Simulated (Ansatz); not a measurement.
## Where Zn_Mg puts its levels in the gap of MgO (Fm-3m)

Wanted: the transition levels of a substitutional impurity in MgO (Fm-3m), from a cell of 54 host atoms with 1 Mg taken out and 1 Zn put in.

Method: place-levels on r2SCAN runs: charge-transition levels and formation energies with image-charge correction and potential alignment at the atomic sites; PAW set soft_1, in Ansatz 0.2.0.

Experimental background.

For MgO, rocksalt (bulk crystal), “Electronic structure of alkaline earth and post-transition metal oxides” (2009, arxiv:0908.1581) quotes earlier work: band gap (literature experimental gap) 7.83 eV [Literature value based on experiment; other listed experimental values range from 7.7 to …].

Report form: the programs' logs are mostly left out.

## (1) Starting point

The cell holds 54 atoms: 26 Mg, 27 O and 1 Zn. Its edges and angles: a = 8.925 Å, b = 8.925 Å, c = 8.925 Å, α = 60.0°, β = 60.0°, γ = 60.0°. It derives from MgO (space group Fm-3m). Nearest the centre at fractional (0.667, 0.667, 0.333): Zn51 at 0.00 Å, O28 at 2.10 Å, O44 at 2.10 Å, O32 at 2.10 Å, O34 at 2.10 Å, O46 at 2.10 Å, O50 at 2.10 Å, Mg9 at 2.98 Å.

Screening for the image-charge correction: ε∞ = 3.24, ε0 = 10.37, from a response run on this crystal (DFPT, PBEsol) at that run's own cell.

The cell's shortest repeat is 8.9 Å.

## (2) What was run first

Levels follow from differences of total energies between charge states, each relaxed by itself.

Random displacements of about 0.05 Å break the site symmetry at the start, so that the relaxation can reach a distorted minimum if there is one. Forces are taken at one point at (¼, ¼, ¼). The cell holds 1 electron more than the neutral one, with a uniform background that keeps it neutral on the whole. The electron count is odd, so at least one spin is unpaired; this run locks the moment at 1 μB.

The sampling was tested on the host first: at the k-points planned (1x1x1 shifted 0.25 0.25 0.25) its energy lies 0.020 eV an atom from the dense-mesh value, under the bound of 0.02 eV set for this test; that bounds the host's error, not the defect's.

One state's input; the others differ in charge, spin, start and seed, and in occupations where the table says so.

Contents of qm1_M1.relax/input.yaml:

```yaml
crystal:
  lattice:
    - [0.0, 6.31124291, 6.31124291]
    - [6.31124291, 0.0, 6.31124291]
    - [6.31124291, 6.31124291, 0.0]
  atoms:
    - { symbol: Mg, position: [0.0, 0.0, 0.0] }
    - { symbol: O, position: [0.16666667, 0.16666667, 0.16666667] }
[... 6 atom lines left out ...]
    - { symbol: Mg, position: [0.0, 0.33333333, 0.33333333] }
[... 3 atom lines left out ...]
    - { symbol: Mg, position: [0.0, 0.66666667, 0.0] }
[... 1 atom line left out ...]
    - { symbol: Mg, position: [0.0, 0.66666667, 0.33333333] }
[... 5 atom lines left out ...]
    - { symbol: Mg, position: [0.33333333, 0.0, 0.33333333] }
[... 6 atom lines left out ...]
    - { symbol: O, position: [0.5, 0.5, 0.5] }
[... 1 atom line left out ...]
    - { symbol: O, position: [0.5, 0.5, 0.83333333] }
[... 1 atom line left out ...]
    - { symbol: O, position: [0.5, 0.83333333, 0.16666667] }
    - { symbol: Mg, position: [0.33333333, 0.66666667, 0.33333333] }
    - { symbol: O, position: [0.5, 0.83333333, 0.5] }
    - { symbol: Mg, position: [0.33333333, 0.66666667, 0.66666667] }
[... 1 atom line left out ...]
    - { symbol: Mg, position: [0.66666667, 0.0, 0.0] }
[... 1 atom line left out ...]
    - { symbol: Mg, position: [0.66666667, 0.0, 0.33333333] }
[... 4 atom lines left out ...]
    - { symbol: O, position: [0.83333333, 0.5, 0.16666667] }
    - { symbol: Mg, position: [0.66666667, 0.33333333, 0.33333333] }
    - { symbol: O, position: [0.83333333, 0.5, 0.5] }
    - { symbol: Mg, position: [0.66666667, 0.33333333, 0.66666667] }
[... 1 atom line left out ...]
    - { symbol: Mg, position: [0.66666667, 0.66666667, 0.0] }
    - { symbol: O, position: [0.83333333, 0.83333333, 0.16666667] }
    - { symbol: Zn, position: [0.66666667, 0.66666667, 0.33333333] }
[... 1 atom line left out ...]
    - { symbol: Mg, position: [0.66666667, 0.66666667, 0.66666667] }
    - { symbol: O, position: [0.83333333, 0.83333333, 0.83333333] }
  host:
    repeats: [3, 3, 3]
    atoms:
      - { symbol: Mg, position: [0.0, 0.0, 0.0] }
      - { symbol: O, position: [0.5, 0.5, 0.5] }
total_charge: -1
basis:
  ecutwfc: 500
  xc_grid: 2
hamiltonian:
  xc: r2scan
  pseudopotentials: { kind: paw, azcp: { folder: soft_1 } }
kpoints:
  mp_grid: { grid: [1, 1, 1], shift: [0.25, 0.25, 0.25] }
magnetization:
  spin_polarized: true
  initial_magnetization: 1
  spin_locking: { lock_magnetization: hard }
scf:
  occupations: { method: fixed }
  max_iter: 100
output:
  forces: true
  charged_corrections:
    epsilon: 3.24
    static_epsilon: 10.37
    defect_position: [0.666667, 0.666667, 0.333333]
relax:
  f_tol: 0.02
  max_steps: 80
  random_displacement: { amplitude: 0.05, seed: 6686 }
checkpoint:
  write: "../qm1_M1.relax.run"
  compress: false
  write_wavefunctions: true
  write_every: 100000
```

Started as:

```console
$ ansatz run input.yaml --threads 4 --pin off --max-ram 7536MiB --backend cpu --events-out ev --progress --plain --runs-dir out
```

Defect states can disperse in a cell of this size, so the energy is taken again at a 2×2×2 shifted mesh, on the relaxed structure.

The run of this state that the levels use, under r2SCAN:

Contents of qm1_M1.point/input.yaml:

```yaml
crystal:
  checkpoint: "../qm1_M1.relax.run"
  host: checkpoint
total_charge: -1
basis:
  ecutwfc: 500
  xc_grid: 2
hamiltonian:
  xc: r2scan
  pseudopotentials: { kind: paw, azcp: { folder: soft_1 } }
kpoints:
  mp_grid: { grid: [2, 2, 2], shift: [0.5, 0.5, 0.5] }
magnetization:
  spin_polarized: true
  initial_magnetization: 1
  spin_locking: { lock_magnetization: hard }
scf:
  occupations: { method: fermi_dirac, width: 0.01 }
  max_iter: 100
output:
  forces: true
  eigenvalues: true
  charged_corrections:
    epsilon: 3.24
    static_epsilon: 10.37
    defect_position: [0.666667, 0.666667, 0.333333]
  eigenstates: { localisation: true }
  populations: true
  efg: {}
  band_densities: [{ bands: [v1, v1] }, { bands: [c1, c1] }]
  write_density: true
  write_potential: true
  volumetric_format: npy
  elf: true
checkpoint:
  read: "../qm1_M1.relax.run"
  write: "../qm1_M1.point.run"
  compress: false
  write_wavefunctions: false
  write_every: 100000
```

Relaxations under r2SCAN at one point at (¼, ¼, ¼); times on 4 threads of Intel Xeon Platinum 8259CL at 2.50GHz (Skylake/Cascade Lake), shared host:

```
charge  moment (μB)  occupations    outcome  steps  largest displacement against the far atoms (Å)     time
    −1            1        fixed  converged      5                                            0.07  2.7 min
     0            0        fixed  converged      6                                            0.02     79 s
    +1            1        fixed  converged      7                                            0.04    5 min
```

Single points under r2SCAN at a 2×2×2 shifted mesh; times on 4 threads of Intel Xeon Platinum 8259CL at 2.50GHz (Skylake/Cascade Lake), shared host:

```
charge  moment (μB)  occupations    outcome     time
    −1            1  fermi-dirac  converged  3.2 min
     0            0  fermi-dirac  converged     62 s
    +1            1  fermi-dirac  converged  3.2 min
```

Distances (Å) from Zn51 to the nearest atoms after relaxation with r2SCAN:

```
charge  moment (μB)      1.      2.      3.      4.      5.      6.
    −1            1  O 2.17  O 2.17  O 2.17  O 2.17  O 2.17  O 2.17
     0            0  O 2.13  O 2.13  O 2.13  O 2.13  O 2.13  O 2.13
    +1            1  O 2.07  O 2.07  O 2.08  O 2.08  O 2.14  O 2.14
```

## (3) Placing the levels, r2SCAN

A charged cell interacts with its images and the background, and its potential has another zero than the host's. place-levels removes the first by a point-charge model, screened by the static dielectric constant since the ions have relaxed around the charge, and the second by comparing potentials at atoms far from the defect.

The host is a run of the defect-free crystal in the same cutoffs, grids and k-points, so that basis and sampling errors cancel in part in the differences. The host is run in a cell of 2 atoms on a matching mesh. Its band edges are searched through the zone by a band path, so the gap is smaller than, or equal to, that on the mesh. Chemical potentials are energies per atom of Mg (hcp) and Zn (hcp), run with the same functional and cutoff.

Contents of levels.point.yaml:

```yaml
host:
  run: host.point.run
states: [qm1_M1.point.run, q0.point.run, qp1_M1.point.run]
geometry_from:
  qm1_M1.point.run: qm1_M1.relax.run
  q0.point.run: q0.relax.run
  qp1_M1.point.run: qp1_M1.relax.run
chemical_potentials:
  Mg:
    energy: -1926.407918
    dataset: "<sha256 of the dataset>"
  Zn:
    energy: -3325.676395
    dataset: "<sha256 of the dataset>"
epsilon: 3.24
static_epsilon: 10.37
vertical:
  - { from: qm1_M1.point.run, to: qm1_M1.point_neutral.run }
  - { from: qp1_M1.point.run, to: qp1_M1.point_neutral.run }
```

Started as:

```console
$ ansatz place-levels levels.point.yaml -- --threads 4 --pin off --max-ram 7536MiB
```

The job ended after 0.51 s (4 threads of Intel Xeon Platinum 8259CL at 2.50GHz (Skylake/Cascade Lake), shared host).

Levels between the charges placed, in eV above the valence top:

```
        gap (eV)  (+1/0)  (0/−1)
r2SCAN      5.68    0.00    5.75
```

Corrections by state:

```
charge  moment (μB)  image terms and alignment (eV)  band filling (eV)  ε used  over the lowest of its charge, as the program ranks them, band filling apart (eV)
    +1          1.0                           0.264             -0.151   10.37                                                                              0.000
     0          0.0                           0.000                  -       -                                                                              0.000
    −1          1.0                           0.162             -0.806   10.37                                                                              0.000
```

The charged structures listed were also run neutral, and place-levels reads from each pair, by the potential or the spins, how wide the charge is by which they differ; that can be the carrier of either run.

```
charge  rms radius (Å)  spread where it is widest against the cell (Å)  wide from (Å)  reading
    +1             2.9                                            1.69           1.26     wide
    −1             2.7                                            1.57           1.26     wide
```

The neutral runs of these pairs need not share the spin of the lowest neutral state, and very wide values only mean spread over the cell.

From the program's caveats on the states, each cut to its opening words:

- charge +1 (1 μB): it parts from the run at its places by a charge that spreads by about 1.7 Å along one vector (1.3 Å or more is wide), by its potential at epsilon 3.24, taken [...]
- charge +1 (1 μB): a band-filling correction moves a carrier to the host's band edge, which changes its energy by -0.151 eV
- charge +1 (1 μB), 0, −1 (1 μB): its alignment with the host at atomic sites is doubtful: the cell is too small to show whether the defect's potential has decayed: take a larger one
- charge +1 (1 μB), −1 (1 μB): flagged: stability check not made
- charge −1 (1 μB): it parts from the run at its places by a charge that spreads by about 1.6 Å along one vector (1.3 Å or more is wide), by its potential at epsilon 3.24, taken [...]
- charge −1 (1 μB): a band-filling correction moves a carrier to the host's band edge, which changes its energy by -0.806 eV
- charge −1 (1 μB): the host's ions (past the first shell or, of a walk that freed a part, those that it held) aren't shown at rest: they stand up to 0.009 Å off their sites, 0.13 [...]
- charge −1 (1 μB): its moments are held at its close (magnetization.spin_locking), by a field of 0.267 eV a Bohr magneton, and its energy and levels are of the state that this [...]

Formation energies (eV), elemental references (Δμ(Mg) = 0.00 eV, Δμ(Zn) = 0.00 eV):

```
charge  Fermi level at the valence top  at the conduction bottom
    +1                            2.84                      8.51
     0                            2.84                      2.84
    −1                            8.58                      2.90
```

## (4) The same at the relaxations' own k-points

The relaxations' own energies give the levels at their sampling, for comparison.

Contents of levels.relax_mesh.yaml:

```yaml
host:
  run: host.relax.run
states: [qm1_M1.relax.run, q0.relax.run, qp1_M1.relax.run]
chemical_potentials:
  Mg:
    energy: -1926.407918
    dataset: "<sha256 of the dataset>"
  Zn:
    energy: -3325.676395
    dataset: "<sha256 of the dataset>"
```

Started as:

```console
$ ansatz place-levels levels.relax_mesh.yaml -- --threads 4 --pin off --max-ram 7536MiB
```

Elapsed: 0.16 s, on 4 threads.

Levels between neighbouring charges, in eV above the valence top:

```
                        gap (eV)  (+1/0)  (0/−1)
one point at (¼, ¼, ¼)      5.66    0.00    5.78
  a 2×2×2 shifted mesh      5.68    0.00    5.75
```

Going from one point at (¼, ¼, ¼) to a 2×2×2 shifted mesh moves formation energies against the elements by up to 0.05 eV; band-filling terms, which differ between samplings, are in these energies.

## (5) Outcome

```yaml
gap_of_the_host: 5.68 eV (r2SCAN)
level_plus_1_over_0: 0.00 eV above the valence top (-0.15 eV above the valence top without the band-filling term)
level_0_minus_1: 5.75 eV above the valence top, past the conduction bottom (6.55 eV above the valence top without the band-filling term)
lowest_of_the_charges_placed_just_above_the_valence_top_0p02_ev: 0
lowest_of_the_charges_placed_just_below_the_conduction_bottom_0p02_ev: 0
lowest_formation_energy_at_mid_gap_of_the_charges_run_elemental_references: 2.84 eV
```

Of the charges placed (−1, 0 and +1), 0 is the lowest from 0.02 eV above the valence top to 0.02 eV below the conduction bottom, a gap of 5.68 eV. States placed: +1 at 1 μB; 0 at 0 μB; −1 at 1 μB. Other spin states or structures, where not listed, weren't placed. The program finds carriers beyond a band edge of the host and adds a band-filling term at charge −1 (-0.81 eV) and +1 (-0.15 eV); steps to such a charge show no bound level, and a defect level inside a band would be read the same way. Zn is taken at its element; compounds, which aren't counted here, bound the chemical potentials and would shift these formation energies. Going from one point at (¼, ¼, ¼) to a 2×2×2 shifted mesh moves formation energies against the elements by up to 0.05 eV; band-filling terms, which differ between samplings, are in these energies. The program doubts the alignment of potentials for at least one state, a sign that the cell is small. Limits: the images are only 8.9 Å apart; r2SCAN makes the gap too small and tends to spread out bound carriers; where a gas molecule sets a chemical potential or the host's formation energy, its binding is uncorrected; force components of up to 0.51 eV/Å remain in a run at the final settings.

Comparison with the measured values:

| quantity | measured | r2SCAN |
| --- | --- | --- |
| band gap (least gap of the host) (eV) | 7.83 | 5.68 (-2.15 eV) |

Measured values from arxiv:0908.1581 (2009).

**Verdict.** The band gap is off by -2.15 eV: a clear miss. Local and semilocal functionals usually give gaps below the measured ones. Zero-point and thermal motion shift the measured gap.

[Logs are printed without paths, hosts, clocks, repeated set-up lines and the standing remarks that a program may print on its own settings, such as how far it seeks lower states.]

[Hosts, paths, dates, database ids (printed as entryN), source tags and the programs' standing remarks are cut or masked in the printed files.]

[Where a table of states has a column of steps, it counts the stored structures, which are thinned; the runs took as many ionic steps or more.]

[A defect's name tells the site on which it was built; relaxed atoms can leave that site.]

[For some hosts the program warned that the k-mesh of the response run may be too coarse for force constants and the static dielectric constant; such warnings are not shown here.]
